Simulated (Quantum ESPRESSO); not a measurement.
# Collinear magnetic orders of LaMnSi2 with Quantum ESPRESSO, part 2 of 2

Wanted: the moments of LaMnSi2 and the energy of each order that was tried.

Quantum ESPRESSO 7.5; LDA; plane waves with GBRV 1.5 LDA potentials, no spin-orbit coupling.

So far, absolute magnetization (μB): step 2 (run 1 (ferro ++)) 3.62.

## 3. Start 2: antiferro +−

The input, pw.in:

```
&CONTROL
  calculation = 'scf'
  prefix = 'pwscf'
  outdir = './tmp'
  pseudo_dir = './pseudo'
  disk_io = 'nowf'
/
&SYSTEM
  ibrav = 0
  celldm(1) = 8
  nat = 8
  ntyp = 4
  ecutwfc = 40
  ecutrho = 280
  nbnd = 46
  occupations = 'smearing'
  smearing = 'fd'
  degauss = 0.00734986
  nspin = 2
  starting_magnetization(1) = 0
  starting_magnetization(2) = 0.2333
  starting_magnetization(3) = -0.2333
  starting_magnetization(4) = 0
/
&ELECTRONS
  conv_thr = 1.6d-08
  electron_maxstep = 150
  mixing_beta = 0.3
/
ATOMIC_SPECIES
La    138.9055 la_lda_v1.uspp.F.UPF
Mn1    54.9380 mn_lda_v1.5.uspp.F.UPF
Mn2    54.9380 mn_lda_v1.5.uspp.F.UPF
Si     28.0850 si_lda_v1.uspp.F.UPF
CELL_PARAMETERS alat
   0.4949901367692   -2.0881473677115    0.0000000000000
   0.4949901367692    2.0881473677115    0.0000000000000
   0.0000000000000    0.0000000000000    0.9621068132001
ATOMIC_POSITIONS crystal
La      0.8948000000    0.1052000000    0.2500000000
La      0.1052000000    0.8948000000    0.7500000000
Mn1     0.2522000000    0.7478000000    0.2500000000
Mn2     0.7478000000    0.2522000000    0.7500000000
Si      0.5450000000    0.4550000000    0.2500000000
Si      0.4550000000    0.5450000000    0.7500000000
Si      0.6840000000    0.3160000000    0.2500000000
Si      0.3160000000    0.6840000000    0.7500000000
K_POINTS automatic
6 6 6 0 0 0
```

Run with:

```sh
OMP_NUM_THREADS=1 mpirun -n 4 pw.x -nk 4 -in pw.in > pw.out
```

Output:

```text
[banner, memory and clock lines left out]
Program PWSCF v.7.5 starts

     Message from routine setup:
     using ibrav=0 with symmetry is DISCOURAGED, use correct ibrav instead

     bravais-lattice index     =            0
     lattice parameter (alat)  =       8.0000  a.u.
     unit-cell volume          =    1018.3122 (a.u.)^3
     number of atoms/cell      =            8
     number of atomic types    =            4
     number of electrons       =        68.00
     number of Kohn-Sham states=           46
     kinetic-energy cutoff     =      40.0000  Ry
     charge density cutoff     =     280.0000  Ry
     scf convergence threshold =      1.6E-08
     mixing beta               =       0.3000
     number of iterations used =            8  plain     mixing
     Exchange-correlation= SLA  PZ   NOGX NOGC
                           (   1   1   0   0   0   0   0)

     celldm(1)=   8.000000  celldm(2)=   0.000000  celldm(3)=   0.000000
     celldm(4)=   0.000000  celldm(5)=   0.000000  celldm(6)=   0.000000

     crystal axes: (cart. coord. in units of alat)
               a(1) = (   0.494990  -2.088147   0.000000 )
               a(2) = (   0.494990   2.088147   0.000000 )
               a(3) = (   0.000000   0.000000   0.962107 )

     reciprocal axes: (cart. coord. in units 2 pi/alat)
               b(1) = (  1.010121 -0.239447  0.000000 )
               b(2) = (  1.010121  0.239447 -0.000000 )
               b(3) = ( -0.000000  0.000000  1.039386 )

     PseudoPot. # 1 for La read from file:
     la_lda_v1.uspp.F.UPF
     Pseudo is Ultrasoft + core correction, Zval = 11.0

     PseudoPot. # 2 for Mn read from file:
     mn_lda_v1.5.uspp.F.UPF
     Pseudo is Ultrasoft + core correction, Zval = 15.0

     PseudoPot. # 3 for Mn read from file:
     mn_lda_v1.5.uspp.F.UPF
     Pseudo is Ultrasoft + core correction, Zval = 15.0

     PseudoPot. # 4 for Si read from file:
     si_lda_v1.uspp.F.UPF
     Pseudo is Ultrasoft + core correction, Zval =  4.0

     atomic species   valence    mass     pseudopotential
     La               11.00   138.90550     La( 1.00)
     Mn1              15.00    54.93800     Mn( 1.00)
     Mn2              15.00    54.93800     Mn( 1.00)
     Si                4.00    28.08500     Si( 1.00)

     Starting magnetic structure
     atomic species   magnetization
     La              0.000
     Mn1             0.233
     Mn2            -0.233
     Si              0.000

      4 Sym. Ops. (no inversion) found ( 2 have fractional translation)

   Cartesian axes

     site n.     atom                  positions (alat units)
         1        La     tau(   1) = (   0.4949901  -1.6488012   0.2405267  )
         2        La     tau(   2) = (   0.4949901   1.6488012   0.7215801  )
         3        Mn1    tau(   3) = (   0.4949901   1.0348858   0.2405267  )
         4        Mn2    tau(   4) = (   0.4949901  -1.0348858   0.7215801  )
         5        Si     tau(   5) = (   0.4949901  -0.1879333   0.2405267  )
         6        Si     tau(   6) = (   0.4949901   0.1879333   0.7215801  )
         7        Si     tau(   7) = (   0.4949901  -0.7684382   0.2405267  )
         8        Si     tau(   8) = (   0.4949901   0.7684382   0.7215801  )

     number of k points=    52  Fermi-Dirac smearing, width (Ry)=  0.0073
                       cart. coord. in units 2pi/alat
        k(    1) = (   0.0000000   0.0000000   0.0000000), wk =   0.0046296
        k(    2) = (   0.0000000   0.0000000   0.1732309), wk =   0.0092593
        k(    3) = (   0.0000000   0.0000000   0.3464619), wk =   0.0092593
        k(    4) = (   0.0000000   0.0000000  -0.5196928), wk =   0.0046296
        k(    5) = (   0.1683535   0.0399078   0.0000000), wk =   0.0185185
        [... 47 further k-points ...]

     Dense  grid:    80557 G-vectors     FFT dimensions: (  96,  96,  48)

     Smooth grid:    34779 G-vectors     FFT dimensions: (  72,  72,  32)

     Check: negative core charge=   -0.000017
     Generating pointlists ...
     new r_m :   0.3030 (alat units)  2.4242 (a.u.) for type    1
     new r_m :   0.2268 (alat units)  1.8147 (a.u.) for type    2
     new r_m :   0.2268 (alat units)  1.8147 (a.u.) for type    3
     new r_m :   0.2268 (alat units)  1.8147 (a.u.) for type    4

     Initial potential from superposition of free atoms

     starting charge      66.9401, renormalised to      68.0000

     negative rho (up, down):  8.462E-02 8.462E-02
     Starting wfcs are   82 randomized atomic wfcs

     Self-consistent Calculation

     iteration #  1     ecut=    40.00 Ry     beta= 0.30
     Davidson diagonalization with overlap
     ethr =  1.00E-02,  avg # of iterations =  2.0

     negative rho (up, down):  7.946E-02 7.946E-02

     total energy              =    -664.63036165 Ry
     estimated scf accuracy    <       3.07168006 Ry

     total magnetization       =    -0.00 Bohr mag/cell
     absolute magnetization    =     4.92 Bohr mag/cell

     iteration #  2     ecut=    40.00 Ry     beta= 0.30
     Davidson diagonalization with overlap
     ethr =  4.52E-03,  avg # of iterations =  5.2

     negative rho (up, down):  6.864E-02 6.867E-02

     total energy              =    -663.17087407 Ry
     estimated scf accuracy    <      41.53860577 Ry

     total magnetization       =     0.00 Bohr mag/cell
     absolute magnetization    =     2.41 Bohr mag/cell

     [... further iterations left out ...]

     iteration # 20     ecut=    40.00 Ry     beta= 0.30
     Davidson diagonalization with overlap
     ethr =  8.37E-10,  avg # of iterations =  4.5

     negative rho (up, down):  6.182E-02 6.182E-02

     total energy              =    -665.65813634 Ry
     estimated scf accuracy    <       0.00000004 Ry

     total magnetization       =     0.01 Bohr mag/cell
     absolute magnetization    =     3.94 Bohr mag/cell

     iteration # 21     ecut=    40.00 Ry     beta= 0.30
     Davidson diagonalization with overlap
     ethr =  5.34E-11,  avg # of iterations =  6.8

     negative rho (up, down):  6.182E-02 6.182E-02

     Magnetic moment per site  (integrated on atomic sphere of radius R)
     atom   1 (R=0.303)  charge=  8.3247  magn= -0.0027
     atom   2 (R=0.303)  charge=  8.3247  magn=  0.0027
     atom   3 (R=0.227)  charge= 12.9825  magn=  1.6342
     atom   4 (R=0.227)  charge= 12.9827  magn= -1.6271
     atom   5 (R=0.227)  charge=  1.7166  magn=  0.0023
     atom   6 (R=0.227)  charge=  1.7166  magn= -0.0023
     atom   7 (R=0.227)  charge=  1.8223  magn=  0.0032
     atom   8 (R=0.227)  charge=  1.8223  magn= -0.0032

     End of self-consistent calculation

     Number of k-points >= 100: set verbosity='high' to print the bands.

     the Fermi energy is    11.7642 ev

!    total energy              =    -665.65813642 Ry
     estimated scf accuracy    <       0.00000001 Ry
     smearing contrib. (-TS)   =      -0.01915700 Ry
     internal energy E=F+TS    =    -665.63897942 Ry

     The total energy is F=E-TS. E is the sum of the following terms:
     one-electron contribution =    -424.12935736 Ry
     hartree contribution      =     243.34258627 Ry
     xc contribution           =    -167.72306878 Ry
     ewald contribution        =    -317.12913956 Ry

     total magnetization       =     0.01 Bohr mag/cell
     absolute magnetization    =     3.93 Bohr mag/cell

     convergence has been achieved in  21 iterations
```

Elapsed: 5.6 min, on 4 MPI ranks of Arm Neoverse V2, shared host; peak memory 1.6 GiB; 23 min of CPU time.

Spin moment in the atom's sphere by atom:

| atom | spin moment in the atom's sphere (μB) |
| --- | --- |
| La1 | 0.00 |
| La2 | 0.00 |
| Mn3 | 1.63 |
| Mn4 | -1.63 |
| Si5 | 0.00 |
| Si6 | 0.00 |
| Si7 | 0.00 |
| Si8 | 0.00 |

This step gave:

```yaml
smearing_term_ts: 0.2606 eV
magnetization: 0.008 μB
absolute_magnetization: 3.934 μB
final_state: antiferromagnetic
```

## 4. The states side by side

An order is kept where moments of 0.15 μB or more survive with the typed signs; meshes match where a doubled cell samples the same k points as the first cell.

Orders:

| start | final state | typed order kept | energy over the lowest (meV a seeded atom) | largest site moment (μB) | net moment (μB a cell of the first run) | mesh matched | CPU time (s) |
| --- | --- | --- | --- | --- | --- | --- | --- |
| ferro ++ | ferromagnetic | yes | 0 | 1.538 | 3.127 | yes | 1368 |
| antiferro +- | antiferromagnetic | yes | 78.56 | 1.634 | 0.007755 | yes | 1353 |

## 5. Summary of results

```yaml
lowest_state_found: ferromagnetic (from ferro ++)
largest_site_moment: 1.54 μB
next_state_with_moments: antiferromagnetic, 78.6 meV a seeded atom higher
```

What this shows: The smearing terms TS of the orders run from 84 to 130 meV a seeded atom, so the differences would change at a smaller width: an order with a larger TS is lowered more by the smearing. Only these 2 starts were compared; other wavevectors, canted and longer-period orders were not. Energies are free energies at an electronic temperature of 1160 K, which lowers moments and differences where the moments are itinerant.

[Logs and program files are shortened in this print: banners, set-up blocks, solver, clock and traceback lines can be left out without a mark of their own.]

[Logs are printed without paths, hosts, clocks, repeated set-up lines and the standing remarks that a program may print on its own settings, such as how far it seeks lower states.]

[Hosts, paths, dates, database ids (printed as entryN), source tags and the programs' standing remarks are cut or masked in the printed files.]

[Where a cell is said to come from a database of computed structures, the database is the Materials Project.]
